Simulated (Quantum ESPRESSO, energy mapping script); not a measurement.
**MnS: energy mapping under PBE+U (4 eV), QE, GBRV**

Wanted: the magnetic order of MnS, its couplings and an estimate of its ordering temperature, by PBE+U (4 eV), QE, GBRV.

Program: Quantum ESPRESSO 7.5. Level of theory: PBE with U = 4 eV on Mn d, ortho-atomic projectors; plane waves, U on orthogonalised atomic orbitals unless named otherwise, collinear spin, no spin–orbit coupling. Results are calculated unless marked as measured.

The experiments to compare with:

For MnS, rock salt (x = 0), “Single-Crystal and Powder Neutron Diffraction Study of FeXMn1-XS Solid Solutions” (2011, arxiv:1108.4537) gives, by neutron diffraction: ordering temperature (Neel temperature) 150 K.

The database entry behind the starting cell differs from later determinations by our own check (an axis about 0.2 % short against later determinations), so it need not match the best structure at ambient conditions.

### 1. The starting structure

It takes space group Fm-3m (No. 225, cubic). Conventional cell: a = 5.209 Å, b = 5.209 Å, c = 5.209 Å, α = 90.00°, β = 90.00°, γ = 90.00°. Nearest to Mn lie 6 S at 2.60 Å. Nearest to S lie 6 Mn at 2.60 Å. Farther neighbours and most contacts between anions are not listed.

The U corrects the self-interaction that lets semilocal functionals spread d and f electrons too far. Its value here is typed, not computed. These runs use Quantum ESPRESSO.

### 2. Parallel start in cell A (4 atoms)

The parallel order is the zero of energy for this cell and mesh.

The potential files are GBRV's for PBE; pw.x takes the functional from them.

Input file pw.in:

```
&control
  calculation = 'scf'
  prefix = 'pw'
  outdir = './tmp/'
  pseudo_dir = './pseudo/'
  verbosity = 'low'
/
&system
  ibrav = 0
  nat = 4
  ntyp = 2
  ecutwfc = 45
  ecutrho = 360
  nbnd = 38
  occupations = 'smearing'
  smearing = 'fd'
  degauss = 0.00367493
  nspin = 2
  starting_magnetization(1) = 0.3000
/
&electrons
  conv_thr = 1.0e-08
  electron_maxstep = 120
  mixing_beta = 0.3
  mixing_mode = 'plain'
/
ATOMIC_SPECIES
  Mn 54.9380 Mn.upf
  S 32.0600 S.upf
CELL_PARAMETERS angstrom
  0.00000000 -2.60450000 -2.60450000
  -2.60450000 0.00000000 -2.60450000
  2.60450000 2.60450000 -5.20900000
ATOMIC_POSITIONS crystal
  Mn 0.50000000 0.50000000 0.50000000
  Mn 0.00000000 0.00000000 0.00000000
  S 0.75000000 0.75000000 0.75000000
  S 0.25000000 0.25000000 0.25000000
K_POINTS automatic
  7 7 7 0 0 0
HUBBARD {ortho-atomic}
U Mn-3d 4
```

On the command line:

```
$ OMP_NUM_THREADS=1 mpirun -n 8 pw.x -nk 8 -in pw.in > pw.out
```

Log:

```text
Program PWSCF v.7.5 starts
[...]
unit-cell volume          =     476.9026 (a.u.)^3
     number of atoms/cell      =            4
[...]
number of electrons       =        42.00
     number of Kohn-Sham states=           38
     kinetic-energy cutoff     =      45.0000  Ry
     charge density cutoff     =     360.0000  Ry
     scf convergence threshold =      1.0E-08
[...]
Exchange-correlation=  SLA  PW   PBX  PBC
[...]
Hubbard projectors: ortho-atomic
     Hubbard parameters of DFT+U (Dudarev formulation) in eV:
[...]
atomic species   magnetization
[...]
12 Sym. Ops., with inversion, found
[...]
number of k points=    44  Fermi-Dirac smearing, width (Ry)=  0.0037
[...]
Number of occupied Hubbard levels =   10.0000
     Atomic wfc used for Hubbard projectors are orthogonalized
[...]
iteration #  1     ecut=    45.00 Ry     beta= 0.30
[...]
Number of occupied Hubbard levels =   10.0066
     total energy              =    -470.47062287 Ry
     estimated scf accuracy    <       0.96778186 Ry
     total magnetization       =    10.00 Bohr mag/cell
     absolute magnetization    =    10.00 Bohr mag/cell
     iteration #  2     ecut=    45.00 Ry     beta= 0.30
[...]
total energy              =    -470.63418310 Ry
     estimated scf accuracy    <       0.04635011 Ry
     total magnetization       =    10.00 Bohr mag/cell
     absolute magnetization    =    10.00 Bohr mag/cell
     iteration #  3     ecut=    45.00 Ry     beta= 0.30
[...]
total energy              =    -470.65036742 Ry
     estimated scf accuracy    <       0.01782090 Ry
     total magnetization       =    10.00 Bohr mag/cell
     absolute magnetization    =    10.00 Bohr mag/cell
     iteration #  4     ecut=    45.00 Ry     beta= 0.30
[...]
total energy              =    -470.65157417 Ry
     estimated scf accuracy    <       0.00168381 Ry
     total magnetization       =    10.00 Bohr mag/cell
     absolute magnetization    =    10.00 Bohr mag/cell
     iteration #  5     ecut=    45.00 Ry     beta= 0.30
[...]
total energy              =    -470.65193639 Ry
     estimated scf accuracy    <       0.00009971 Ry
     total magnetization       =    10.00 Bohr mag/cell
     absolute magnetization    =    10.00 Bohr mag/cell
     iteration #  6     ecut=    45.00 Ry     beta= 0.30
[...]
total energy              =    -470.65195320 Ry
     estimated scf accuracy    <       0.00014690 Ry
     total magnetization       =    10.00 Bohr mag/cell
     absolute magnetization    =    10.00 Bohr mag/cell
     iteration #  7     ecut=    45.00 Ry     beta= 0.30
[...]
total energy              =    -470.65196051 Ry
     estimated scf accuracy    <       0.00001798 Ry
     total magnetization       =    10.00 Bohr mag/cell
     absolute magnetization    =    10.00 Bohr mag/cell
     iteration #  8     ecut=    45.00 Ry     beta= 0.30
[...]
total energy              =    -470.65196738 Ry
     estimated scf accuracy    <       0.00000146 Ry
     total magnetization       =    10.00 Bohr mag/cell
     absolute magnetization    =    10.00 Bohr mag/cell
     iteration #  9     ecut=    45.00 Ry     beta= 0.30
[...]
total energy              =    -470.65196776 Ry
     estimated scf accuracy    <       0.00000016 Ry
     total magnetization       =    10.00 Bohr mag/cell
     absolute magnetization    =    10.00 Bohr mag/cell
     iteration # 10     ecut=    45.00 Ry     beta= 0.30
[...]
Magnetic moment per site  (integrated on atomic sphere of radius R)
     atom   1 (R=0.292)  charge= 13.1407  magn=  4.5074
     atom   2 (R=0.292)  charge= 13.1411  magn=  4.5075
     atom   3 (R=0.292)  charge=  4.7240  magn=  0.1148
     atom   4 (R=0.292)  charge=  4.7240  magn=  0.1148
     End of self-consistent calculation
     =================== HUBBARD OCCUPATIONS ===================
     ------------------------ ATOM    1 ------------------------
     Tr[ns(  1)] (up, down, total) =   4.97219  0.26134  5.23353
     Atomic magnetic moment for atom   1 =   4.71085
     SPIN  1
     eigenvalues:
       0.991  0.991  0.997  0.997  0.997
     eigenvectors (columns):
       0.435 -0.900 -0.000 -0.000  0.000
      -0.000 -0.000 -0.577  0.398 -0.713
       0.000 -0.000 -0.577  0.419  0.701
      -0.900 -0.435  0.000  0.000  0.000
      -0.000  0.000 -0.577 -0.816  0.012
     occupation matrix ns (before diag.):
       0.991 -0.000 -0.000  0.000  0.000
      -0.000  0.997 -0.000 -0.000 -0.000
      -0.000 -0.000  0.997  0.000 -0.000
       0.000 -0.000  0.000  0.991 -0.000
[...]
SPIN  2
     eigenvalues:
[...]
eigenvectors (columns):
[...]
occupation matrix ns (before diag.):
[...]
------ SPIN UP ------------
          k = 0.0000 0.0000-0.0000 (  2437 PWs)   bands (ev):
   -72.1963 -72.1960 -40.9294 -40.9228 -40.9228 -40.9219 -40.9217 -40.9217
    -4.0882  -2.6770   2.7858   3.8058   3.8058   4.5603   4.5604   4.5604
     4.6735   4.6735   5.0392   5.0392   5.9305   8.6514   8.6514   8.6516
    10.1353  10.1353  12.0212  13.1102  15.6110  15.6110  18.7847  18.7847
    18.7847  18.7907  20.8712  21.8965  22.2921  22.2921
          k = 0.0505 0.0505-0.0505 (  2454 PWs)   bands (ev):
   -72.1963 -72.1960 -40.9291 -40.9228 -40.9228 -40.9222 -40.9218 -40.9218
    -4.0348  -2.7737   2.9407   3.8399   3.8399   4.5323   4.5619   4.5619
     4.6403   4.6403   5.0153   5.0153   5.9537   8.2822   8.7290   8.7290
    10.0572  10.0572  12.4050  13.2175  15.7755  15.7755  18.2851  18.6192
    18.7793  18.7793  20.8519  20.8519  21.3495  22.0972
          k = 0.1010 0.1010-0.1010 (  2451 PWs)   bands (ev):
   -72.1963 -72.1960 -40.9281 -40.9233 -40.9226 -40.9226 -40.9219 -40.9219
    -3.8792  -3.0213   3.3399   3.9389   3.9389   4.4319   4.4556   4.4556
[...]
18.5294  18.5294  20.1673  20.1674  21.5645  21.6135
          k = 0.1515 0.1515-0.1515 (  2442 PWs)   bands (ev):
[...]
17.7819  17.7819  20.2987  20.2987  20.8591  20.8591
          k =-0.1515 0.0505-0.0505 (  2434 PWs)   bands (ev):
[...]
18.6289  18.8061  19.1714  21.3416  22.1102  22.1915
          k =-0.1010 0.1010-0.1010 (  2439 PWs)   bands (ev):
[...]
18.5294  18.7058  20.1673  20.1674  21.5642  21.7650
          k =-0.0505 0.1515-0.1515 (  2447 PWs)   bands (ev):
[...]
18.1205  18.3135  19.3208  20.9476  21.1887  22.0886
          k =-0.0000 0.2020-0.2020 (  2444 PWs)   bands (ev):
[...]
17.6364  17.7210  19.2786  20.4641  21.6559  22.4833
          k =-0.3030-0.1010 0.1010 (  2457 PWs)   bands (ev):
[...]
16.9897  18.2906  19.6748  19.6974  22.0374  22.4755
          k =-0.2525-0.0505 0.0505 (  2437 PWs)   bands (ev):
[...]
17.5284  18.6565  19.0347  20.3726  21.9674  22.9348
          k =-0.2020-0.0000 0.0000 (  2443 PWs)   bands (ev):
[...]
k =-0.3030 0.1010-0.1010 (  2441 PWs)   bands (ev):
[...]
k =-0.2525 0.1515-0.1515 (  2427 PWs)   bands (ev):
[...]
k =-0.2020 0.2020-0.2020 (  2427 PWs)   bands (ev):
[...]
k =-0.1515 0.2525-0.2525 (  2442 PWs)   bands (ev):
[...]
k =-0.4546-0.0505 0.0505 (  2441 PWs)   bands (ev):
[...]
k =-0.4041 0.0000-0.0000 (  2428 PWs)   bands (ev):
[...]
k =-0.3536 0.0505-0.0505 (  2438 PWs)   bands (ev):
[...]
[... cut ...]
[...]
k =-0.4546-0.0505 0.0505 (  2441 PWs)   bands (ev):
[...]
k =-0.6061-0.0000 0.0000 (  2416 PWs)   bands (ev):
[...]
k =-0.2525-0.0505-0.1515 (  2442 PWs)   bands (ev):
[...]
k =-0.2020-0.0000-0.2020 (  2427 PWs)   bands (ev):
[...]
k =-0.1010 0.1010-0.3030 (  2453 PWs)   bands (ev):
[...]
k =-0.4041-0.2020 0.0000 (  2443 PWs)   bands (ev):
[...]
k =-0.4041 0.0000-0.2020 (  2425 PWs)   bands (ev):
[...]
k =-0.3536 0.0505-0.2525 (  2429 PWs)   bands (ev):
[...]
k =-0.3030 0.1010-0.3030 (  2421 PWs)   bands (ev):
[...]
k =-0.2525 0.1515-0.3536 (  2420 PWs)   bands (ev):
[...]
k =-0.5556-0.1515-0.0505 (  2435 PWs)   bands (ev):
[...]
k =-0.5051-0.1010-0.1010 (  2440 PWs)   bands (ev):
[...]
k =-0.4546-0.0505-0.1515 (  2443 PWs)   bands (ev):
[...]
k = 0.5051-0.3030 0.1010 (  2430 PWs)   bands (ev):
[...]
k = 0.6061-0.2020 0.0000 (  2413 PWs)   bands (ev):
[...]
k = 0.6566-0.1515-0.0505 (  2420 PWs)   bands (ev):
[...]
k = 0.3536-0.4546 0.2525 (  2410 PWs)   bands (ev):
[...]
20.3000  21.9347  22.8282  23.0954  23.3566  23.7489
          k = 0.5556-0.4546 0.0505 (  2425 PWs)   bands (ev):
[...]
19.3615  19.5889  22.1493  22.5879  23.3437  24.2633
          k = 0.6061-0.4041 0.0000 (  2422 PWs)   bands (ev):
[...]
18.9843  18.9895  21.6664  23.1628  23.8039  23.8445
          k = 0.6566-0.3536-0.0505 (  2426 PWs)   bands (ev):
[...]
13.6777  14.3416  15.3777  16.3835  17.4931  18.0514  18.0615  18.2834
    18.3893  18.7739  21.4612  23.4121  23.6444  24.6579
          k = 0.4546-0.5556 0.1515 (  2415 PWs)   bands (ev):
   -67.0203 -67.0203 -35.8671 -35.8668 -35.8637 -35.8630 -35.8612 -35.8611
    -2.3213  -2.2727   4.8918   5.0110   6.0633   6.3456   7.2576   7.3189
    12.3076  12.4493  13.1798  13.2364  13.3417  13.4322  13.5806  13.6166
    13.6849  13.7528  14.9738  15.2921  17.0891  17.5061  18.6945  18.9961
    19.4066  19.5334  22.6072  22.9425  23.0168  24.0720
     the Fermi energy is    10.6467 ev
!    total energy              =    -470.65196790 Ry
     estimated scf accuracy    <          1.8E-09 Ry
     smearing contrib. (-TS)   =      -0.00000015 Ry
     internal energy E=F+TS    =    -470.65196775 Ry
     The total energy is F=E-TS. E is the sum of the following terms:
     one-electron contribution =    -264.95228997 Ry
     hartree contribution      =     147.75223707 Ry
     xc contribution           =     -70.54411443 Ry
     ewald contribution        =    -282.98656422 Ry
     Hubbard energy            =       0.07876380 Ry
     total magnetization       =    10.00 Bohr mag/cell
     absolute magnetization    =    10.00 Bohr mag/cell
     convergence has been achieved in  10 iterations
=------------------------------------------------------------------------------=
   JOB DONE.
=------------------------------------------------------------------------------=
```

Elapsed: 24 s, on 8 MPI ranks of Intel Xeon Platinum 8375C at 2.90GHz (Ice Lake), shared host; peak memory 1.1 GiB; 3.2 min of CPU time.

Spin moment in the sphere by atom:

```
atom  spin moment in the sphere (μB)
 Mn1                            4.51
 Mn2                            4.51
  S3                            0.11
  S4                            0.11
```

The run ends ferromagnetic.

### 3. Order 2: compensated +−, cell A of 4 atoms

This order reverses 6 of the 12 neighbours at 3.68 Å, 6 of the 6 neighbours at 5.21 Å and 12 of the 24 neighbours at 6.38 Å, counted for an average magnetic atom.

pw.in, as its differences from that of step 2:

```diff
@@ -10,6 +10,6 @@
   nat = 4
-  ntyp = 2
+  ntyp = 3
   ecutwfc = 45
   ecutrho = 360
-  nbnd = 38
+  nbnd = 33
   occupations = 'smearing'
@@ -19,2 +19,3 @@
   starting_magnetization(1) = 0.3000
+  starting_magnetization(2) = -0.3000
 /
@@ -27,3 +28,4 @@
 ATOMIC_SPECIES
-  Mn 54.9380 Mn.upf
+  Mn1 54.9380 Mn.upf
+  Mn2 54.9380 Mn.upf
   S 32.0600 S.upf
@@ -34,4 +36,4 @@
 ATOMIC_POSITIONS crystal
-  Mn 0.50000000 0.50000000 0.50000000
-  Mn 0.00000000 0.00000000 0.00000000
+  Mn1 0.50000000 0.50000000 0.50000000
+  Mn2 0.00000000 0.00000000 0.00000000
   S 0.75000000 0.75000000 0.75000000
@@ -41,2 +43,3 @@
 HUBBARD {ortho-atomic}
-U Mn-3d 4
+U Mn1-3d 4
+U Mn2-3d 4
```

Log:

```text
[banner, memory and clock lines left out]
Program PWSCF v.7.5 starts
[...]
unit-cell volume          =     476.9026 (a.u.)^3
     number of atoms/cell      =            4
[...]
number of electrons       =        42.00
     number of Kohn-Sham states=           33
     kinetic-energy cutoff     =      45.0000  Ry
     charge density cutoff     =     360.0000  Ry
     scf convergence threshold =      1.0E-08
[...]
Exchange-correlation=  SLA  PW   PBX  PBC
[...]
Hubbard projectors: ortho-atomic
     Hubbard parameters of DFT+U (Dudarev formulation) in eV:
[...]
atomic species   magnetization
[...]
12 Sym. Ops., with inversion, found
[...]
number of k points=    44  Fermi-Dirac smearing, width (Ry)=  0.0037
[...]
Number of occupied Hubbard levels =   10.0000
     Atomic wfc used for Hubbard projectors are orthogonalized
[...]
iteration #  1     ecut=    45.00 Ry     beta= 0.30
[...]
Number of occupied Hubbard levels =   10.0343
     total energy              =    -470.46823244 Ry
     estimated scf accuracy    <       0.98466139 Ry
     total magnetization       =     0.00 Bohr mag/cell
     absolute magnetization    =     9.39 Bohr mag/cell
     iteration #  2     ecut=    45.00 Ry     beta= 0.30
[...]
total energy              =    -470.63986971 Ry
     estimated scf accuracy    <       0.04524745 Ry
     total magnetization       =    -0.00 Bohr mag/cell
     absolute magnetization    =     9.47 Bohr mag/cell
     iteration #  3     ecut=    45.00 Ry     beta= 0.30
[...]
total energy              =    -470.65791366 Ry
     estimated scf accuracy    <       0.01885198 Ry
     total magnetization       =     0.00 Bohr mag/cell
     absolute magnetization    =     9.46 Bohr mag/cell
[...]
total energy              =    -470.66032450 Ry
[...]
iteration # 10     ecut=    45.00 Ry     beta= 0.30
[...]
total energy              =    -470.66032469 Ry
     estimated scf accuracy    <       0.00000051 Ry
     total magnetization       =     0.00 Bohr mag/cell
     absolute magnetization    =     9.47 Bohr mag/cell
     iteration # 11     ecut=    45.00 Ry     beta= 0.30
[...]
Magnetic moment per site  (integrated on atomic sphere of radius R)
     atom   1 (R=0.292)  charge= 13.1496  magn=  4.4255
     atom   2 (R=0.292)  charge= 13.1500  magn= -4.4257
     atom   3 (R=0.292)  charge=  4.7178  magn= -0.0000
[...]
19.4314
          k = 0.0505 0.0505-0.0505 (  2454 PWs)   bands (ev):
[...]
19.4015
          k = 0.1010 0.1010-0.1010 (  2451 PWs)   bands (ev):
[...]
19.1444
          k = 0.1515 0.1515-0.1515 (  2442 PWs)   bands (ev):
[...]
k =-0.1515 0.0505-0.0505 (  2434 PWs)   bands (ev):
[...]
k =-0.1010 0.1010-0.1010 (  2439 PWs)   bands (ev):
[...]
k =-0.0505 0.1515-0.1515 (  2447 PWs)   bands (ev):
[...]
k =-0.3030-0.1010 0.1010 (  2457 PWs)   bands (ev):
[...]
k =-0.2525-0.0505 0.0505 (  2437 PWs)   bands (ev):
[...]
k =-0.2020-0.0000 0.0000 (  2443 PWs)   bands (ev):
[...]
[... cut ...]
[...]
k =-0.6061-0.0000 0.0000 (  2416 PWs)   bands (ev):
[...]
k =-0.2525-0.0505-0.1515 (  2442 PWs)   bands (ev):
[...]
k =-0.2020-0.0000-0.2020 (  2427 PWs)   bands (ev):
[...]
k =-0.4041-0.2020 0.0000 (  2443 PWs)   bands (ev):
[...]
k =-0.3030 0.1010-0.3030 (  2421 PWs)   bands (ev):
[...]
k =-0.2525 0.1515-0.3536 (  2420 PWs)   bands (ev):
[...]
k =-0.5556-0.1515-0.0505 (  2435 PWs)   bands (ev):
[...]
k =-0.5051-0.1010-0.1010 (  2440 PWs)   bands (ev):
[...]
k =-0.4546-0.0505-0.1515 (  2443 PWs)   bands (ev):
[...]
k = 0.5051-0.3030 0.1010 (  2430 PWs)   bands (ev):
[...]
k = 0.6061-0.2020 0.0000 (  2413 PWs)   bands (ev):
[...]
k = 0.6566-0.1515-0.0505 (  2420 PWs)   bands (ev):
[...]
k = 0.3536-0.4546 0.2525 (  2410 PWs)   bands (ev):
[...]
k = 0.5556-0.4546 0.0505 (  2425 PWs)   bands (ev):
[...]
k = 0.6061-0.4041 0.0000 (  2422 PWs)   bands (ev):
[...]
k = 0.6566-0.3536-0.0505 (  2426 PWs)   bands (ev):
[...]
17.9537
          k = 0.4546-0.5556 0.1515 (  2415 PWs)   bands (ev):
[...]
5.6814   6.4840   6.7834   8.1845   8.4333  12.4598  12.8571  13.2221
    13.2861  13.5873  14.3244  14.6241  16.5650  17.0386  18.2069  18.6342
    18.8172
     the Fermi energy is    10.7440 ev
!    total energy              =    -470.66032483 Ry
     estimated scf accuracy    <          6.1E-09 Ry
     smearing contrib. (-TS)   =      -0.00000000 Ry
     internal energy E=F+TS    =    -470.66032483 Ry
     The total energy is F=E-TS. E is the sum of the following terms:
     one-electron contribution =    -265.10927628 Ry
     hartree contribution      =     147.86894929 Ry
     xc contribution           =     -70.52325781 Ry
     ewald contribution        =    -282.98656422 Ry
     Hubbard energy            =       0.08982420 Ry
     total magnetization       =    -0.00 Bohr mag/cell
     absolute magnetization    =     9.47 Bohr mag/cell
     convergence has been achieved in  11 iterations
```

The job ended after 36 s (8 MPI ranks; peak memory 1.1 GiB).

Spin moment in the sphere by atom:

```
atom  spin moment in the sphere (μB)
 Mn1                            4.43
 Mn2                           -4.43
  S3                            0.00
  S4                            0.00
```

The run ends antiferromagnetic, 56.85 meV a magnetic atom below the parallel order of its cell.

### 4. Order 3: parallel, cell B of 4 atoms

The parallel order again, as the reference for this cell.

This run holds the same structure in another cell (c 6.380 → 5.209 Å, α 73.2 → 90.0°, β 73.2 → 90.0°, γ 60.0 → 90.0°).

Input file pw.in:

```
&control
  calculation = 'scf'
  prefix = 'pw'
  outdir = './tmp/'
  pseudo_dir = './pseudo/'
  verbosity = 'low'
/
&system
  ibrav = 0
  nat = 4
  ntyp = 2
  ecutwfc = 45
  ecutrho = 360
  nbnd = 38
  occupations = 'smearing'
  smearing = 'fd'
  degauss = 0.00367493
  nspin = 2
  starting_magnetization(1) = 0.3000
/
&electrons
  conv_thr = 1.0e-08
  electron_maxstep = 120
  mixing_beta = 0.3
  mixing_mode = 'plain'
/
ATOMIC_SPECIES
  Mn 54.9380 Mn.upf
  S 32.0600 S.upf
CELL_PARAMETERS angstrom
  0.00000000 -2.60450000 -2.60450000
  0.00000000 2.60450000 -2.60450000
  5.20900000 0.00000000 0.00000000
ATOMIC_POSITIONS crystal
  Mn 0.50000000 0.50000000 0.50000000
  Mn 0.00000000 0.00000000 0.00000000
  S 0.50000000 0.50000000 0.00000000
  S 0.00000000 0.00000000 0.50000000
K_POINTS automatic
  6 6 4 0 0 0
HUBBARD {ortho-atomic}
U Mn-3d 4
```

Log:

```text
[banner, memory and clock lines left out]
Program PWSCF v.7.5 starts
[...]
unit-cell volume          =     476.9026 (a.u.)^3
     number of atoms/cell      =            4
[...]
number of electrons       =        42.00
     number of Kohn-Sham states=           38
     kinetic-energy cutoff     =      45.0000  Ry
     charge density cutoff     =     360.0000  Ry
[...]
The total energy is F=E-TS. E is the sum of the following terms:
     one-electron contribution =    -264.95238729 Ry
     hartree contribution      =     147.75278699 Ry
     xc contribution           =     -70.54441658 Ry
     ewald contribution        =    -282.98656422 Ry
     Hubbard energy            =       0.07874056 Ry
     total magnetization       =    10.00 Bohr mag/cell
     absolute magnetization    =    10.00 Bohr mag/cell
     convergence has been achieved in  10 iterations
[key lines of the parts left out:]
!    total energy              =    -470.65184100 Ry
the Fermi energy is    10.6014 ev
```

It took 21 s on 8 MPI ranks; peak memory 0.99 GiB.

The run ends ferromagnetic. For each magnetic atom its energy differs from the parallel run of the first cell by 0.86 meV, an error that one common reference would have brought in.

[end of part 1 of 3]

[Logs and program files are shortened in this print: banners, set-up blocks, solver, clock and traceback lines can be left out without a mark of their own.]

[Logs are printed without paths, hosts, clocks, repeated set-up lines and the standing remarks that a program may print on its own settings, such as how far it seeks lower states.]

[Hosts, paths, dates, database ids (printed as entryN), source tags and the programs' standing remarks are cut or masked in the printed files.]

[Where a cell is said to come from a database of computed structures, the database is the Materials Project.]
